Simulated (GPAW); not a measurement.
Computed results, one entry a study.

Tellurium (P3_121, 3 atoms a cell): one start, several treatments of the self-energy. Symmetry: P3_121, No. 152, trigonal system. Conventional cell: a = 4.454 Å, b = 4.454 Å, c = 5.924 Å, α = 90.00°, β = 90.00°, γ = 120.00°. Nearest to Te lie 2 Te at 2.86 Å. The calculation used DFT, PBE, plane waves, PAW (and 1 further level or step) in GPAW 26.7.0, with cutoff 450 eV, GPAW PAW setups 1.2.1 data release, 3×3×4 k-mesh, nbands 131 in one of its runs. The G0W0, Godby-Needs plasmon pole is 0.383 eV and the G0W0 with rALDA vertex is 0.344 eV. The known limits are not at the basis limit; model gap, bands may invert with spin-orbit coupling; no spin-orbit coupling; coarse k mesh. It took 3 runs, 8.3 min in all on 4 MPI ranks of Intel Xeon Platinum 8259CL at 2.50GHz (Skylake/Cascade Lake), shared host (the runs of this entry). G0W0 with rALDA vertex: −0.039 eV against G0W0, Godby-Needs plasmon pole, at other bands or cutoff, so not like for like. With the rALDA kernel as a vertex the gap is 0.37 eV (in the polarisability), 0.41 eV (in the self-energy) and 0.39 eV (in both), against 0.38 eV without. The database entry behind the starting cell differs from later determinations by our own check (inner coordinate of an old entry). The cell and positions come from the Crystallography Open Database and are kept as given unless a step says otherwise. Limits: no spin-orbit coupling. Bands and cutoff are finite, so the gap is not at the basis limit. The miss can reach some tenths of an eV and take either sign; the mesh is an error of its own. The 3×3×4 mesh is coarse for this cell, which bears on the long-range parts of exchange and screening. Mesh or cutoff lie under what a gap needs, so these runs test behaviour and cost; their gaps are not to be quoted. With atoms this heavy and so narrow a gap, spin-orbit coupling can invert the bands. These scalar-relativistic gaps are then model values, not to be set against experiment, and a spin-orbit change taken from DFT can't simply be added.

```
Te
1.0
     4.45400    0.00000    0.00000
    -2.22700    3.85728    0.00000
     0.00000    0.00000    5.92400
Te
3
Cartesian
  1.1981 0.0000 1.9747
  -0.5991 1.0376 3.9493
  1.6279 2.8197 0.0000
```

[Paths, hosts, dates, memory and timing lines, banners, echoed tables and standing remarks are left out of the program output.]

[Logs are printed without paths, hosts, clocks, repeated set-up lines and the standing remarks that a program may print on its own settings, such as how far it seeks lower states.]

[Runs of the session that timed out or met a known fault of the program may be left out.]

[Hosts, paths, dates, database ids (printed as entryN), source tags and the programs' standing remarks are cut or masked in the printed files.]
